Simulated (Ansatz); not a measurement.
Consider K2CoI6 (started from the K2PtCl6 type) (Fm-3m).

The structure was built from a prototype and need not be the compound's stable phase.

The structure is cubic, space group Fm-3m (No. 225). The conventional cell has a = 11.130 Å, b = 11.130 Å, c = 11.130 Å, α = 90.00°, β = 90.00°, γ = 90.00°. Nearest to K lie 12 I at 3.94 Å. Nearest to Co lie 6 I at 2.61 Å. I has 1 Co at 2.61 Å and 4 K at 3.94 Å nearest. Farther neighbours and most contacts between anions are not listed.

```xyz
9
Lattice="0.0000 5.5651 5.5651 5.5651 0.0000 5.5651 5.5651 5.5651 0.0000" Properties=species:S:1:pos:R:3 pbc="T T T"
K     2.7826    2.7826    2.7826
K     8.3477    8.3477    8.3477
Co    0.0000    0.0000    0.0000
I     5.5651    5.5651    2.6147
I     5.5651    5.5651    8.5155
I     5.5651    2.6147    5.5651
I     5.5651    8.5155    5.5651
I     2.6147    5.5651    5.5651
I     8.5155    5.5651    5.5651
```

The structure was relaxed with PBE. The structure type comes from a generator and need not be one that this composition takes. The structure was generated from a model, not taken from a measurement. The runs that relaxed it are not among those shown. The program's search for lower electronic states was switched off, so nothing shows that the state found is the lowest. Spin-orbit coupling is left out unless a run names it. PAW set soft_2, made with PBE.

A constrained-RPA run (Ansatz 0.2.0; non-magnetic PBE; Co t2g + anion p, bands v21 to v1, 2×2×2 mesh, medium accuracy) builds 21 functions on bands 4.8 eV wide, with 41.0 electrons in the window. The bare on-site interaction is 23.3 eV and the bare J 0.86 eV.

**Question.** Estimate U, U′ and J.

On the Co t2g shell, U = 3.59 eV (15 % of the bare value), U′ = 2.30 eV, J = 0.62 eV.

The parent state is non-magnetic and the interaction static (zero frequency); U depends on the window and the orbitals, so it belongs to this model alone. A window that holds the anion p bands defines a model with explicit ligands; its U belongs to that model and is not the U of DFT+U. Coarse meshes can leave U off its limit, most where the target bands are metallic.

[Paths, hosts, dates, memory and timing lines, banners, echoed tables and standing remarks are left out of the program output.]

[Logs are printed without paths, hosts, clocks, repeated set-up lines and the standing remarks that a program may print on its own settings, such as how far it seeks lower states.]

[Runs of the session that timed out or met a known fault of the program may be left out.]

[Hosts, paths, dates, database ids (printed as entryN), source tags and the programs' standing remarks are cut or masked in the printed files.]
